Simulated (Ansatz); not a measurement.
# A defect in a wire: Nb wire along [111], 2 atoms a period, vacancy of one Nb

Aim: how much does this defect scatter, and at which energies?

Calculated with Ansatz 0.2.0; DFT PBE, plane waves, PAW; relaxation of a wire's period, in the first sound run; inputs show where later runs differ.

This is a report of a sequence of runs, with most program output left out.

### 1. The starting structure

The cell holds 2 atoms: 2 Nb. Its edges and angles: a = 9.141 Å, b = 8.151 Å, c = 2.867 Å, α = 90.0°, β = 90.0°, γ = 90.0°. Vacuum lies along a and b. The structure's axis is c.

### 2. Relaxing the period

Band widths follow the bond lengths, so the wire is relaxed first. The atoms and the third cell vector are free; the box across stays fixed as vacuum. A Fermi-Dirac smearing is set since the result may be a metal. The pressure printed is a third of the stress's trace over the whole box, vacuum included; only the stress along the axis is relaxed.

File input.yaml:

```yaml
crystal:
  lattice:
    - [9.141, 0.0, 0.0]
    - [0.0, 8.151, 0.0]
    - [0.0, 0.0, 2.8665440865]
  atoms:
    - { symbol: Nb, position: [0.371950552, 0.417126733, 0.0] }
    - { symbol: Nb, position: [0.627997314, 0.582910298, 0.666666667] }
kpoints:
  mp_grid: { grid: [1, 1, 28] }
scf:
  occupations: { method: fermi_dirac, width: 0.05 }
hamiltonian:
  xc: pbe
relax:
  cell: { fix: [a, b, alpha, beta, gamma] }
  max_steps: 60
```

The run is started by

```sh
ansatz run input.yaml --threads 4 --pin off --max-ram 16384MiB --backend cpu --events-out ev --progress --plain --runs-dir out
```

Wall time 8.5 s (4 threads of Arm Neoverse V1, shared host); peak memory 0.54 GiB.

Step by step:

```
step  energy less that of the first step (eV)  largest force component (eV/Å)  pressure (GPa)  volume (Å³)
   1                                   0.0000                          2.6654           -4.86       213.58
   2                                  -1.3422                          2.2816           -3.11       208.67
   3                                  -1.9026                          0.7923            0.83       206.85
   4                                  -1.9211                          0.5685           -0.50       207.54
   5                                  -1.9336                          0.2404           -0.06       208.98
   6                                  -1.9404                          0.0687           -0.07       209.09
   7                                  -1.9443                          0.0227           -0.13       209.91
   8                                  -1.9448                          0.0144           -0.15       210.55
   9                                  -1.9449                          0.0019           -0.14       210.43
 10*                                  -1.9448                          0.0019           -0.14       210.43
```

Relaxation steps marked * repeat the geometry before them on a plane-wave basis chosen anew for their cell, so energy and pressure can jump there.

Forces are held to the 2 operations that the run works with; a distortion that breaks them can't arise in this run.

```csv
cell as run,before,after,change
c (Å),2.867,2.824,-1.5 %
```

The atoms that moved most (Å, along periodic axes as changes of fractional coordinates times the final cell, across vacuum about the mean position):

| atom | dx | dy | dz | length |
| --- | --- | --- | --- | --- |
| Nb1 | 0.454 | 0.012 | 0.048 | 0.457 |
| Nb2 | -0.454 | -0.012 | -0.048 | 0.457 |

Final coordinates:

```xyz
2
Lattice="9.1410 0.0000 0.0000 0.0000 8.1510 0.0000 0.0000 0.0000 2.8243" Properties=species:S:1:pos:R:3
Nb    3.8538    3.4117    0.0483
Nb    5.2867    4.7396    1.8345
```

This step gave:

```
energy at zero smearing    : -9099.0855 eV
cell length along the wire : 2.824 Å
```

The cell's length comes to 2.824 Å with spin left out.

### 3. The perfect wire

This step: DFT PBE, plane waves, PAW; channels and complex bands of a perfect wire (Ansatz 0.2.0).

At the relaxed period the Bloch states of the perfect wire are found at each energy: those that move forward count the open channels, and those that decay describe how a disturbance dies away inside the wire itself. An energy step of 0.035 eV is under the 0.039 eV that the program asks for its thermal average at 300 K.

File input.yaml:

```yaml
crystal:
  lattice:
    - [9.141, 0.0, 0.0]
    - [0.0, 8.151, 0.0]
    - [0.0, 0.0, 2.8242613432]
  atoms:
    - { symbol: Nb, position: [0.421597432, 0.41856184, 0.01710209] }
    - { symbol: Nb, position: [0.578350434, 0.581475191, 0.649564577] }
kpoints:
  mp_grid: { grid: [1, 1, 29] }
scf:
  occupations: { method: fermi_dirac, width: 0.05 }
hamiltonian:
  xc: pbe
output:
  transmission:
    e_range: [-1.26, 1.26]
    de: 0.035
    kmesh: [1, 1]
    reduced_basis: true
    leads: [[0, 0]]
basis:
  ecutwfc: "350 eV"
```

Elapsed: 25 s, on 4 threads; peak memory 0.73 GiB; 87 s of CPU time.

Numbers from this step:

```
energy at zero smearing                                  : -9099.0795 eV
channels at the energy nearest the Fermi level, one spin : 3
conductance of the lead as this run defines it           : 3.037 G₀
band gap                                                 : 0 eV
```

Open channels of the lead, one spin against energy, zero at the Fermi level:

energy (eV), open channels of the lead, one spin and a bar from the least value:
```
    -1.26       4.00 ###############
    -1.19       6.00 ##############################
    -1.08       6.00 ##############################
    -1.01       6.00 ##############################
    -0.91       6.00 ##############################
    -0.84       4.00 ###############
    -0.73       4.00 ###############
    -0.67       4.00 ###############
    -0.56       3.00 ########
    -0.49       3.00 ########
    -0.39       3.00 ########
    -0.32       3.00 ########
    -0.21       3.00 ########
    -0.14       3.00 ########
    -0.04       3.00 ########
     0.00       3.00 ########
     0.04       3.00 ########
     0.14       4.00 ###############
     0.21       4.00 ###############
     0.32       4.00 ###############
     0.39       4.00 ###############
     0.49       4.00 ###############
     0.56       4.00 ###############
     0.67       4.00 ###############
     0.73       4.00 ###############
     0.84       4.00 ###############
     0.91       3.00 ########
     1.01       2.00 
     1.08       4.00 ###############
     1.19       4.00 ###############
     1.26       4.00 ###############
```

The slowest values at each energy, most degenerate partners merged, listed up to 1.5 1/Å. The Im kz of the slowest decaying states by energy, zero at the Fermi level:

| energy (eV) | decay 1 (Å⁻¹) | decay 2 (Å⁻¹) | decay 3 (Å⁻¹) | decay 4 (Å⁻¹) |
| --- | --- | --- | --- | --- |
| -1.190 | 0.396 | 0.731 | 0.822 | 0.978 |
| -1.085 | 0.412 | 0.713 | 0.800 | 0.963 |
| -1.015 | 0.419 | 0.701 | 0.785 | 0.953 |
| -0.910 | 0.428 | 0.684 | 0.760 | 0.937 |
| -0.805 | 0.0787 | 0.433 | 0.670 | 0.733 |
| -0.700 | 0.107 | 0.436 | 0.660 | 0.699 |
| -0.595 | 0.0823 | 0.126 | 0.437 | 0.658 |
| -0.490 | 0.130 | 0.142 | 0.436 | 0.637 |
| -0.385 | 0.152 | 0.155 | 0.433 | 0.615 |
| -0.315 | 0.159 | 0.162 | 0.430 | 0.601 |
| -0.210 | 0.157 | 0.172 | 0.425 | 0.581 |
| -0.105 | 0.141 | 0.178 | 0.417 | 0.562 |
| 0.000 | 0.102 | 0.182 | 0.408 | 0.543 |
| 0.105 | 0.183 | 0.397 | 0.526 | 0.768 |
| 0.210 | 0.182 | 0.384 | 0.509 | 0.747 |
| 0.315 | 0.179 | 0.368 | 0.492 | 0.726 |
| 0.385 | 0.175 | 0.356 | 0.480 | 0.712 |
| 0.490 | 0.168 | 0.336 | 0.463 | 0.690 |
| 0.595 | 0.158 | 0.312 | 0.444 | 0.666 |
| 0.700 | 0.144 | 0.282 | 0.423 | 0.642 |
| 0.805 | 0.126 | 0.243 | 0.401 | 0.616 |
| 0.910 | 0.0344 | 0.0998 | 0.189 | 0.376 |
| 1.015 | 0.0538 | 0.0886 | 0.0893 | 0.101 |
| 1.085 | 0.0258 | 0.113 | 0.121 | 0.325 |
| 1.190 | 0.0486 | 0.125 | 0.139 | 0.286 |

By hand: the program gives 3.1581 × 10^14 S/m² over the cell's cross-section of 74.51 Å² = 7.451 × 10^-19 m², so one cell conducts 2.353 × 10^-4 S. Divided by G0 = 2e²/h = 7.748 × 10^-5 S this is 3.04 G0, a resistance of 4.25 kΩ.

At the computed energy nearest the Fermi level there are 3 channels a spin, and the thermal average gives 3.04 G₀.

### 4. Relaxing the junction

This step: DFT PBE, plane waves, PAW; relaxation of a junction in a wire, ends held (Ansatz 0.2.0).

System of this step: Nb wire along [111], 2 atoms a period, vacancy of one Nb. The cell holds 17 atoms: 17 Nb. Cell: a = 9.141 Å, b = 8.151 Å, c = 25.418 Å, α = 90.0°, β = 90.0°, γ = 90.0°. Regions: held atoms, 12 atoms (12 Nb); free atoms, 5 atoms (5 Nb). Vacuum lies along a and b. The structure's axis is c.

5 atoms at the defect are free to relax, while 12 stay where the perfect wire has them, so that the ends still repeat as a lead. The cutoff is set under the files' recommended one to save time.

File input.yaml:

```yaml
crystal:
  lattice:
    - [9.141, 0.0, 0.0]
    - [0.0, 8.151, 0.0]
    - [0.0, 0.0, 25.4183520887]
  atoms:
    - { symbol: Nb, position: [0.421597432, 0.41856184, 0.001900232] }
    - { symbol: Nb, position: [0.578350434, 0.581475191, 0.072173842] }
    - { symbol: Nb, position: [0.421597432, 0.41856184, 0.113011343] }
    - { symbol: Nb, position: [0.578350434, 0.581475191, 0.183284953] }
    - { symbol: Nb, position: [0.421597432, 0.41856184, 0.224122454] }
    - { symbol: Nb, position: [0.578350434, 0.581475191, 0.294396064] }
    - { symbol: Nb, position: [0.421597432, 0.41856184, 0.335233566] }
    - { symbol: Nb, position: [0.58163235, 0.587609408, 0.405507175], spin: 0.6 }
    - { symbol: Nb, position: [0.578350434, 0.581475191, 0.516618286] }
    - { symbol: Nb, position: [0.421597432, 0.41856184, 0.557455788] }
    - { symbol: Nb, position: [0.578350434, 0.581475191, 0.627729397] }
    - { symbol: Nb, position: [0.421597432, 0.41856184, 0.668566899] }
    - { symbol: Nb, position: [0.578350434, 0.581475191, 0.738840509] }
    - { symbol: Nb, position: [0.421597432, 0.41856184, 0.77967801] }
    - { symbol: Nb, position: [0.578350434, 0.581475191, 0.84995162] }
    - { symbol: Nb, position: [0.421597432, 0.41856184, 0.890789121] }
    - { symbol: Nb, position: [0.578350434, 0.581475191, 0.961062731] }
magnetization:
  spin_polarized: true
kpoints:
  mp_grid: { grid: [1, 1, 1] }
scf:
  occupations: { method: fermi_dirac, width: 0.1 }
hamiltonian:
  xc: pbe
relax:
  constraints: [{ sites: [0, 1, 2, 3, 4, 5, 11, 12, 13, 14, 15, 16] }]
  f_tol: 0.06
  max_steps: 35
basis:
  ecutwfc: "350 eV"
```

It took 4.6 min on 4 threads; peak memory 1.6 GiB.

Step by step (22 of 23):

| step | energy less that of the first step (eV) | largest force component (eV/Å) |
| --- | --- | --- |
| 1 | 0.0000 | 0.6226 |
| 2 | -0.1412 | 0.3568 |
| 3 | -0.1652 | 0.1866 |
| 4 | -0.1836 | 0.1484 |
| 5 | -0.1912 | 0.2039 |
| 6 | -0.2706 | 0.5038 |
| 7 | -0.3549 | 0.3551 |
| 8 | -0.4552 | 0.3270 |
| 9 | -0.5312 | 0.1881 |
| 10 | -0.5253 | 0.3780 |
| 11 | -0.5452 | 0.1358 |
| 13 | -0.5503 | 0.0457 |
| 14 | -0.5580 | 0.0864 |
| 15 | -0.5699 | 0.1033 |
| 16 | -0.5804 | 0.1676 |
| 17 | -0.5718 | 0.1897 |
| 18 | -0.5896 | 0.1267 |
| 19 | -0.5958 | 0.0666 |
| 20 | -0.5943 | 0.1046 |
| 21 | -0.5983 | 0.0353 |
| 22 | -0.6011 | 0.0164 |
| 23 | -0.6039 | 0.0259 |

Relaxation steps 10, 17, 20 were tried and not accepted.

The atoms that moved most (Å):

```
atom      dx      dy      dz  length
 Nb8  -0.382  -1.108  -0.717   1.375
 Nb7   0.395  -1.101  -0.454   1.255
 Nb9  -0.145  -0.444  -0.020   0.467
Nb10  -0.065  -0.342   0.046   0.351
Nb11  -0.049  -0.085  -0.188   0.213
```

Numbers from this step:

```
energy at zero smearing : -77339.7096 eV
```

The largest force component on a free atom ends at 0.026 eV/Å, under the limit of 0.06.  3 atoms of the wire itself, hydrogen apart, moved by over 0.45 Å, up to 1.37 Å.

### 5. The open system

This step: DFT PBE, plane waves, PAW; transmission of a junction in a wire (Ansatz 0.2.0).

The cell is now read as a scatterer between two semi-infinite leads, named by two sites one period apart. The scattering states in its self-consistent potential are matched to the leads' states at each energy. One point across is taken, as for a wire in vacuum.

File input.yaml:

```yaml
crystal:
  lattice:
    - [9.141, 0.0, 0.0]
    - [0.0, 8.151, 0.0]
    - [0.0, 0.0, 25.4183520887]
  atoms:
    - { symbol: Nb, position: [0.421597432, 0.41856184, 0.001900232] }
    - { symbol: Nb, position: [0.578350434, 0.581475191, 0.072173842] }
    - { symbol: Nb, position: [0.421597432, 0.41856184, 0.113011343] }
    - { symbol: Nb, position: [0.578350434, 0.581475191, 0.183284953] }
    - { symbol: Nb, position: [0.421597432, 0.41856184, 0.224122454] }
    - { symbol: Nb, position: [0.578350434, 0.581475191, 0.294396064] }
    - { symbol: Nb, position: [0.4648464737, 0.2835102063, 0.317379981] }
    - { symbol: Nb, position: [0.5397951655, 0.4516412786, 0.3772809428] }
    - { symbol: Nb, position: [0.5625410434, 0.5270045619, 0.5158446317] }
    - { symbol: Nb, position: [0.4144833392, 0.3766257688, 0.5592499944] }
    - { symbol: Nb, position: [0.5729370331, 0.5710376287, 0.6203146944] }
    - { symbol: Nb, position: [0.421597432, 0.41856184, 0.668566899] }
    - { symbol: Nb, position: [0.578350434, 0.581475191, 0.738840509] }
    - { symbol: Nb, position: [0.421597432, 0.41856184, 0.77967801] }
    - { symbol: Nb, position: [0.578350434, 0.581475191, 0.84995162] }
    - { symbol: Nb, position: [0.421597432, 0.41856184, 0.890789121] }
    - { symbol: Nb, position: [0.578350434, 0.581475191, 0.961062731] }
kpoints:
  mp_grid: { grid: [1, 1, 4] }
scf:
  occupations: { method: fermi_dirac, width: 0.05 }
hamiltonian:
  xc: pbe
output:
  transmission:
    e_range: [-1.26, 1.26]
    de: 0.035
    kmesh: [1, 1]
    reduced_basis: true
    leads: [[15, 0]]
  dos: { projected: true, e_range: [-4, 3] }
  write_potential: true
  write_density: true
  volumetric_format: npy
  elf: true
basis:
  ecutwfc: "350 eV"
```

It took 96 s on 4 threads; peak memory 2.3 GiB; 5.8 min of CPU time.

This step gave:

* energy at zero smearing: -77339.8475 eV
* transmission at the energy nearest the Fermi level, one spin: 1.034
* step of the lead's Hamiltonian: 23.8 meV
* conductance of the junction: 1.041 G₀

Transmission, one spin against energy, zero at the Fermi level:

| energy (eV) | transmission, one spin |
| --- | --- |
| -1.26 | 0.511 |
| -1.16 | 0.596 |
| -1.01 | 0.914 |
| -0.91 | 1.02 |
| -0.88 | 1.24 |
| -0.77 | 1.07 |
| -0.67 | 1.61 |
| -0.59 | 1.47 |
| -0.53 | 1.13 |
| -0.42 | 1.07 |
| -0.32 | 1.05 |
| -0.17 | 1.04 |
| -0.07 | 1.04 |
| 0.00 | 1.03 |
| 0.07 | 1.02 |
| 0.14 | 1.36 |
| 0.17 | 1.34 |
| 0.32 | 1.16 |
| 0.42 | 0.775 |
| 0.53 | 0.895 |
| 0.67 | 0.722 |
| 0.77 | 0.569 |
| 0.91 | 0.472 |
| 1.01 | 0.975 |
| 1.16 | 1.08 |
| 1.26 | 0.910 |

The open channels of the lead, one spin by energy, zero at the Fermi level:

| energy (eV) | open channels of the lead, one spin |
| --- | --- |
| -1.190 | 6 |
| -1.085 | 6 |
| -1.015 | 6 |
| -0.910 | 6 |
| -0.805 | 4 |
| -0.700 | 4 |
| -0.595 | 3 |
| -0.490 | 3 |
| -0.385 | 3 |
| -0.315 | 3 |
| -0.210 | 3 |
| -0.105 | 3 |
| 0.000 | 3 |
| 0.105 | 4 |
| 0.210 | 4 |
| 0.315 | 4 |
| 0.385 | 4 |
| 0.490 | 4 |
| 0.595 | 4 |
| 0.700 | 4 |
| 0.805 | 4 |
| 0.910 | 3 |
| 1.015 | 2 |
| 1.085 | 4 |
| 1.190 | 4 |

Projected DOS an atom over height of the atomic layer and energy from the Fermi level.  broadened by a Gaussian of 0.15 eV, since few k-points sample the long cell.

Ten even steps from '_' (0.00 states/eV) to '@' (3.75 states/eV), each cell a mean:
```
==++====--++==--::--++++++**++++==
********==@@##--::======++++******
==--==++--%%**--::..--::----==--==
--::----::++--::==..====----------
::::::--::--::..==..----::--::::::
--::::--::--::::++..::--::::--::::
......::......::==......::........
..::::::..::::--==--....--....::::
------==::====**++++::::----------
++======--++++##****==--++**====++
**++++--==++********++++****++++++
==++++==**++****======++======++++
******++**====--++++****++****++**
********##++====****##**++********
========++++++====++**++==========
====----------::::--====----==++++
::....::--====--....::::....::::--
__....::::::::::__....::......____
..::::--::..________..::::::......
..........____________............
....________________________......
__________________________________
```
Columns: height of the atomic layer (Å) from 0.0483 to 24.4 (not evenly spaced); rows upwards: energy from the Fermi level (eV) from -3.98 to 1.47.

Valence density in the cb plane at fractional x = 0.563, with atoms of Nb within 0.2 Å of it. It is the smooth field of the valence electrons, not physical close to the nuclei.

Ten steps, logarithmic in the rise over the least value, from '0' (0.0 e/Å³) to '9' (5.0 e/Å³), each cell a mean:
```
00000000000000000000000000000000000000000000
00000000000000000000000000000000000000000000
00000000000000000000000000000000000000000000
00000000000000000000000000000000000000000000
00000000000000000000001111111111111111111111
00000000011111112221111222222112232221222322
11000001122222234554222346653223566432345654
22111112355543357887433479985335899743468986
33321123689864469998644689996446999864479998
66532224799985479998644689996446999864579998
99853224799985468997544578976445788754468986
99963223689975446776544456655444566544445665
99863222467654444444443334444433344443333444
88742112234444333333333223333332233333322333
55421111122333222222222222222222222222222222
33211000111222211111111111111111111111111111
22110000001111111100000000000000000000000000
11000000000000000000000000000000000000000000
10000000000000000000000000000000000000000000
00000000000000000000000000000000000000000000
00000000000000000000000000000000000000000000
00000000000000000000000000000000000000000000
```
Columns run along c (16.0 Å, from fractional 0.37 to 1.00 of the cell), rows up along b (8.2 Å). Atoms in or near the plane, at fractional coordinates: Nb at (0.52, 0.53), Nb at (0.62, 0.57), Nb at (0.74, 0.58), Nb at (0.85, 0.58), Nb at (0.96, 0.58).

ELF in the cb plane at fractional x = 0.563, with atoms of Nb within 0.2 Å of it. It is the smooth field of the valence electrons, not physical close to the nuclei.

Ten even steps from '0' (0.00) to '9' (0.77), each cell a mean:
```
00000000000000000000000000000000000000000000
00000000000000000000000000000000000000000000
00000000011111100000111110001121100112110000
11100000111223210000123210001232100123321001
22211111111234321000234210001342100124421001
33333221111135421100244211112442111124321111
43344422111125423442243236642332465324335652
32345532245434348997333379984334899733259996
22245532599953359678433497685335967843378588
66544522785873359568444497685445967844378687
99853532884774448887455468874554788645457885
77952432699864544555445444544554345445534454
88952342356645654345444554444445444544554454
89732343234555456665323577643235776433467654
54322344456654346764212478642224775322357653
53322234567642235663212467531124664211256642
65432222456532124543111355421113443211235431
56532111244321112332111234311112332111123321
45431000122211111221001122210001111100111111
34321000011100001110000011100000000000000000
22210000000000000000000000000000000000000000
11000000000000000000000000000000000000000000
```
Columns run along c (16.0 Å, from fractional 0.37 to 1.00 of the cell), rows up along b (8.2 Å). Atoms in or near the plane, at fractional coordinates: Nb at (0.52, 0.53), Nb at (0.62, 0.57), Nb at (0.74, 0.58), Nb at (0.85, 0.58), Nb at (0.96, 0.58).

[end of part 1 of 2]

[Logs are printed without paths, hosts, clocks, repeated set-up lines and the standing remarks that a program may print on its own settings, such as how far it seeks lower states.]

[Hosts, paths, dates, database ids (printed as entryN), source tags and the programs' standing remarks are cut or masked in the printed files.]
